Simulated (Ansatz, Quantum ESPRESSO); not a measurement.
**Si3Os (Fm-3m): zone-centre phonons**

Wanted: the vibrations of Si3Os (Fm-3m) at Γ, by two programs.

Main program and level: Quantum ESPRESSO 7.5; DFT LDA, scalar-relativistic, plane waves, PseudoDojo norm-conserving pseudopotentials.

The structure was built from a prototype and need not be the compound's stable phase.

## (1) Starting point

The structure is cubic, space group Fm-3m (No. 225). The conventional cell has a = 6.100 Å, b = 6.100 Å, c = 6.100 Å, α = 90.00°, β = 90.00°, γ = 90.00°. Nearest to Os lie 14 Si at 2.64 to 3.05 Å. Nearest to Si lie 8 Si at 2.64 Å and 6 Os at 3.05 Å. Nearest to Si lie 4 Si at 2.64 Å and 4 Os at 2.64 Å. Farther neighbours are not listed.

## (2) A first look

Before anything dear is run, a loose run with smearing shows whether this is a metal and how far the cell is from rest.

probe.in

```
&control
   calculation = 'scf'
   prefix = 'x'
   outdir = './tmp'
   pseudo_dir = './pseudo'
   tprnfor = .true.
   tstress = .true.
   verbosity = 'high'
/
&system
   ibrav = 2
   celldm(1) = 11.52670295
   nat = 4
   ntyp = 2
   ecutwfc = 74.0
   occupations = 'smearing'
   smearing = 'gaussian'
   degauss = 0.01
/
&electrons
   conv_thr = 1.0d-07
   mixing_beta = 0.7
   electron_maxstep = 100
/
ATOMIC_SPECIES
 Os    190.2300  Os.upf
 Si     28.0850  Si.upf
ATOMIC_POSITIONS crystal
 Os     0.000000000   0.000000000   0.000000000
 Si     0.500000000   0.500000000   0.500000000
 Si     0.750000000   0.750000000   0.750000000
 Si     0.250000000   0.250000000   0.250000000
K_POINTS automatic
 6 6 6 0 0 0
```

The run is started by

```
> OMP_NUM_THREADS=1 mpirun -n 4 pw.x -nk 4 -in probe.in > probe.out
```

The log of the run:

```text
[banners, grids, parts of the stress and lines that vanish by symmetry left out]
Program PWSCF v.7.5
     bravais-lattice index     =            2
     lattice parameter (alat)  =      11.5267  a.u.
[...]
kinetic-energy cutoff     =      74.0000  Ry
     charge density cutoff     =     296.0000  Ry
     scf convergence threshold =      1.0E-07
[...]
Exchange-correlation= SLA  PW   NOGX NOGC
                           (   1   4   0   0   0   0   0)
[...]
48 Sym. Ops., with inversion, found
[...]
(     0          1          0      )
                  (     0          0          1      )
[...]
(  0.0000000  1.0000000  0.0000000 )
                  (  0.0000000  0.0000000  1.0000000 )
[...]
(     1          0         -1      )
                  (     0          0         -1      )
[...]
(     0          1          0      )
[...]
( -1.0000000  0.0000000  0.0000000 )
                  (  0.0000000  1.0000000  0.0000000 )
[...]
number of k points=    16  Gaussian smearing, width (Ry)=  0.0100
[...]
End of self-consistent calculation
[...]
the Fermi energy is    14.1225 ev
!    total energy              =    -228.05577014 Ry
[...]
convergence has been achieved in   7 iterations
[...]
atom    1 type  1   force =     0.00000000    0.00000000    0.00000000
     atom    2 type  2   force =     0.00000000    0.00000000    0.00000000
     atom    3 type  2   force =     0.00000000    0.00000000    0.00000000
     atom    4 type  2   force =     0.00000000    0.00000000    0.00000000
[...]
Total force =     0.000000     Total SCF correction =     0.000000
[...]
total   stress  (Ry/bohr**3)                   (kbar)     P=     -132.72
[...]
XML data file, charge density, pseudopotentials, collected wavefunctions

   JOB DONE.
```

Wall time 5.3 s (4 MPI ranks of Arm Neoverse V2, shared host).

This step gave:

```
volume per atom   : 14.18 Å³
pressure          : -13.27 GPa
gap on the k-mesh : 0 eV
```

No gap opens on this mesh, so smearing is kept; the start stands at -13 GPa.

## (3) Relaxation

The relaxation runs at a cutoff a fifth above that of the response, since stress converges more slowly with the basis than frequencies do. Forces and stress are brought to rest with tight thresholds.

relax.in

```
&control
   calculation = 'vc-relax'
   prefix = 'x'
   outdir = './tmp'
   pseudo_dir = './pseudo'
   tprnfor = .true.
   tstress = .true.
   forc_conv_thr = 2.0d-05
   etot_conv_thr = 1.0d-07
   nstep = 40
/
&system
   ibrav = 2
   celldm(1) = 11.52670295
   nat = 4
   ntyp = 2
   ecutwfc = 89
   occupations = 'smearing'
   smearing = 'mv'
   degauss = 0.02
/
&electrons
   conv_thr = 1.0d-11
   mixing_beta = 0.7
   electron_maxstep = 100
/
&ions
/
&cell
   press_conv_thr = 0.2
/
ATOMIC_SPECIES
 Os    190.2300  Os.upf
 Si     28.0850  Si.upf
ATOMIC_POSITIONS crystal
 Os     0.000000000   0.000000000   0.000000000
 Si     0.500000000   0.500000000   0.500000000
 Si     0.750000000   0.750000000   0.750000000
 Si     0.250000000   0.250000000   0.250000000
K_POINTS automatic
 10 10 10 0 0 0
```

The run is started by

```
> OMP_NUM_THREADS=1 mpirun -n 4 pw.x -nk 4 -in relax.in > relax.out
```

The log of the run:

```text
[banners, grids, parts of the stress and lines that vanish by symmetry left out]
[banner, memory and clock lines left out]
Program PWSCF v.7.5

[...]
kinetic-energy cutoff     =      89.0000  Ry
     charge density cutoff     =     356.0000  Ry
     scf convergence threshold =      1.0E-11
[...]
energy convergence thresh.=      1.0E-07
     force convergence thresh. =      2.0E-05
     press convergence thresh. =      2.0E-01
     Exchange-correlation= SLA  PW   NOGX NOGC
                           (   1   4   0   0   0   0   0)
[...]
48 Sym. Ops., with inversion, found
[...]
number of k points=    47  Marzari-Vanderbilt smearing, width (Ry)=  0.0200
[...]
End of self-consistent calculation
[...]
the Fermi energy is    14.1543 ev
!    total energy              =    -228.05248842 Ry
[...]
convergence has been achieved in  11 iterations
[...]
atom    1 type  1   force =    -0.00000000   -0.00000000   -0.00000000
     atom    2 type  2   force =    -0.00000000   -0.00000000    0.00000000
     atom    3 type  2   force =     0.00000000    0.00000000   -0.00000000
     atom    4 type  2   force =     0.00000000    0.00000000    0.00000000
     Total force =     0.000000     Total SCF correction =     0.000000
[...]
total   stress  (Ry/bohr**3)                   (kbar)     P=     -124.47
[...]
number of bfgs steps    =   0
[...]
CELL_PARAMETERS (alat= 11.52670295)
[...]
ATOMIC_POSITIONS (crystal)
Os              -0.0000000000       -0.0000000000        0.0000000000
Si               0.5000000000        0.5000000000        0.5000000000
Si               0.7500000000        0.7500000000        0.7500000000
Si               0.2500000000        0.2500000000        0.2500000000
[...]
New effective cutoffs (rho, wfc):  370.90   92.89
[...]
End of self-consistent calculation
[...]
the Fermi energy is    15.4083 ev
!    total energy              =    -228.06529909 Ry
[...]
convergence has been achieved in   9 iterations
[...]
atom    1 type  1   force =     0.00000000    0.00000000    0.00000000
     atom    2 type  2   force =    -0.00000000   -0.00000000    0.00000000
     atom    3 type  2   force =     0.00000000   -0.00000000    0.00000000
     atom    4 type  2   force =    -0.00000000    0.00000000   -0.00000000
     Total force =     0.000000     Total SCF correction =     0.000000
[...]
total   stress  (Ry/bohr**3)                   (kbar)     P=      -28.05
[...]
number of bfgs steps    =   1
[...]
CELL_PARAMETERS (alat= 11.52670295)
[...]
ATOMIC_POSITIONS (crystal)
[...]
New effective cutoffs (rho, wfc):  375.35   94.00
[...]
End of self-consistent calculation
[...]
the Fermi energy is    15.7730 ev
!    total energy              =    -228.06582028 Ry
[...]
convergence has been achieved in   9 iterations
[...]
atom    1 type  1   force =     0.00000000    0.00000000    0.00000000
     atom    2 type  2   force =    -0.00000000   -0.00000000    0.00000000
     atom    3 type  2   force =    -0.00000000   -0.00000000    0.00000000
     atom    4 type  2   force =     0.00000000    0.00000000   -0.00000000
     Total force =     0.000000     Total SCF correction =     0.000000
[...]
total   stress  (Ry/bohr**3)                   (kbar)     P=        4.57
[...]
number of bfgs steps    =   2
[...]
CELL_PARAMETERS (alat= 11.52670295)
[...]
ATOMIC_POSITIONS (crystal)
[...]
New effective cutoffs (rho, wfc):  374.73   93.85
[...]
End of self-consistent calculation
[...]
the Fermi energy is    15.7219 ev
!    total energy              =    -228.06583347 Ry
[...]
convergence has been achieved in   9 iterations
[...]
atom    1 type  1   force =     0.00000000    0.00000000    0.00000000
     atom    2 type  2   force =     0.00000000    0.00000000    0.00000000
     atom    3 type  2   force =    -0.00000000   -0.00000000   -0.00000000
     atom    4 type  2   force =    -0.00000000   -0.00000000    0.00000000
     Total force =     0.000000     Total SCF correction =     0.000000
[...]
total   stress  (Ry/bohr**3)                   (kbar)     P=       -0.14
[...]
number of bfgs steps    =   3
[...]
small trust_radius: resetting bfgs history
[...]
CELL_PARAMETERS (alat= 11.52670295)
[...]
ATOMIC_POSITIONS (crystal)
[...]
New effective cutoffs (rho, wfc):  374.75   93.85
[...]
End of self-consistent calculation
[...]
the Fermi energy is    15.7233 ev
!    total energy              =    -228.06583349 Ry
[...]
convergence has been achieved in   7 iterations
[...]
atom    1 type  1   force =     0.00000000    0.00000000    0.00000000
     atom    2 type  2   force =    -0.00000000    0.00000000   -0.00000000
     atom    3 type  2   force =     0.00000000    0.00000000    0.00000000
     atom    4 type  2   force =     0.00000000    0.00000000   -0.00000000
     Total force =     0.000000     Total SCF correction =     0.000000
[...]
total   stress  (Ry/bohr**3)                   (kbar)     P=       -0.01
[...]
bfgs converged in   5 scf cycles and   4 bfgs steps
[...]
End of BFGS Geometry Optimization
     Final enthalpy           =    -228.0658334852 Ry
     File ./tmp/x.bfgs deleted, as requested
[...]
CELL_PARAMETERS (alat= 11.52670295)
[...]
ATOMIC_POSITIONS (crystal)
[...]
Si               0.7500000000        0.7500000000        0.7500000000
Si               0.2500000000        0.2500000000        0.2500000000
[...]
Final scf calculation at the relaxed structure.
[...]
kinetic-energy cutoff     =      89.0000  Ry
     charge density cutoff     =     356.0000  Ry
     scf convergence threshold =      1.0E-13
[...]
press convergence thresh. =      2.0E-01
     Exchange-correlation= SLA  PW   NOGX NOGC
                           (   1   4   0   0   0   0   0)
[...]
48 Sym. Ops., with inversion, found
[...]
number of k points=    47  Marzari-Vanderbilt smearing, width (Ry)=  0.0200
[...]
c_bands:  1 eigenvalues not converged
[...]
End of self-consistent calculation
[...]
the Fermi energy is    15.7233 ev
!    total energy              =    -228.06582461 Ry
[...]
convergence has been achieved in  11 iterations
[...]
atom    1 type  1   force =     0.00000000    0.00000000   -0.00000000
     atom    2 type  2   force =     0.00000000   -0.00000000    0.00000000
     atom    3 type  2   force =     0.00000000    0.00000000    0.00000000
     atom    4 type  2   force =     0.00000000    0.00000000   -0.00000000
     Total force =     0.000000     Total SCF correction =     0.000000
[...]
total   stress  (Ry/bohr**3)                   (kbar)     P=       -0.04
[...]
XML data file, charge density, pseudopotentials, collected wavefunctions
```

Run time: 2.1 min. Hardware: 4 MPI ranks; 8.6 min of CPU time.

Step by step:

```tsv
step	energy less that of the first step (eV)	largest force (eV/Å)	pressure (GPa)	volume (Å³)
1	0.0000	0.0000	-12.45	56.74
2	-0.1743	0.0000	-2.81	53.21
3	-0.1814	0.0000	0.46	52.27
4	-0.1816	0.0000	-0.01	52.40
5	-0.1816	0.0000	0.00	52.39
6	-0.1814	0.0000	0.00	52.39
```

```tsv
conventional cell, symmetrised	before	after	change
a (Å)	6.100	5.940	-2.6 %
b (Å)	6.100	5.940	-2.6 %
c (Å)	6.100	5.940	-2.6 %
volume (Å³/atom)	14.18	13.10	-7.7 %
```

Final coordinates:

```xyz
4
Lattice="-2.9699 0.0000 2.9699 0.0000 2.9699 2.9699 -2.9699 2.9699 0.0000" Properties=species:S:1:pos:R:3 pbc="T T T"
Os    0.0000    0.0000    0.0000
Si   -2.9699    2.9699    2.9699
Si   -4.4549    4.4549    4.4549
Si   -1.4850    1.4850    1.4850
```

The last row of the table of steps is pw.x's closing run on a basis chosen anew for the final cell, so its energy can jump.

This step gave:

* volume per atom: 13.10 Å³
* pressure: -0.004 GPa

The volume changes by -7.7 % from the cell with which this run began.

## (4) Self-consistent run for the response

The response is built on this ground state, so it is converged far tighter than an energy would need. Smearing stays on, as the first look found no gap above 0.3 eV.

scf.in

```
&control
   calculation = 'scf'
   prefix = 'x'
   outdir = './tmp'
   pseudo_dir = './pseudo'
   tprnfor = .true.
   tstress = .true.
/
&system
   ibrav = 2
   celldm(1) = 11.22476087
   nat = 4
   ntyp = 2
   ecutwfc = 74.0
   occupations = 'smearing'
   smearing = 'mv'
   degauss = 0.02
/
&electrons
   conv_thr = 1.0d-12
   mixing_beta = 0.7
   electron_maxstep = 100
/
ATOMIC_SPECIES
 Os    190.2300  Os.upf
 Si     28.0850  Si.upf
ATOMIC_POSITIONS crystal
 Os     0.000000000   0.000000000   0.000000000
 Si     0.500000000   0.500000000   0.500000000
 Si     0.750000000   0.750000000   0.750000000
 Si     0.250000000   0.250000000   0.250000000
K_POINTS automatic
 10 10 10 0 0 0
```

The run is started by

```
> OMP_NUM_THREADS=1 mpirun -n 4 pw.x -nk 4 -in scf.in > scf.out
```

The log of the run:

```text
[banners, grids, parts of the stress and lines that vanish by symmetry left out]
[banner, memory and clock lines left out]
Program PWSCF v.7.5

[...]
kinetic-energy cutoff     =      74.0000  Ry
     charge density cutoff     =     296.0000  Ry
     scf convergence threshold =      1.0E-12
[...]
Exchange-correlation= SLA  PW   NOGX NOGC
                           (   1   4   0   0   0   0   0)
[...]
48 Sym. Ops., with inversion, found
[...]
number of k points=    47  Marzari-Vanderbilt smearing, width (Ry)=  0.0200
[...]
End of self-consistent calculation
[...]
the Fermi energy is    15.7234 ev
!    total energy              =    -228.06576928 Ry
[...]
convergence has been achieved in  10 iterations
[...]
atom    1 type  1   force =     0.00000000    0.00000000    0.00000000
     atom    2 type  2   force =     0.00000000    0.00000000    0.00000000
     atom    3 type  2   force =    -0.00000000    0.00000000   -0.00000000
     atom    4 type  2   force =     0.00000000    0.00000000    0.00000000
     Total force =     0.000000     Total SCF correction =     0.000000
[...]
total   stress  (Ry/bohr**3)                   (kbar)     P=       -0.05
[...]
XML data file, charge density, pseudopotentials, collected wavefunctions
```

Wall time 18 s (4 MPI ranks); 70 s of CPU time.

This step gave:

- pressure: -0.005 GPa

The cell stands at -0.005 GPa, close enough for phonons.

(Part 1 of 3 ends here.)

[Host names and launcher messages were left out of these logs when they were recorded.]

[Logs are printed without paths, hosts, clocks, repeated set-up lines and the standing remarks that a program may print on its own settings, such as how far it seeks lower states.]

[Hosts, paths, dates, database ids (printed as entryN), source tags and the programs' standing remarks are cut or masked in the printed files.]
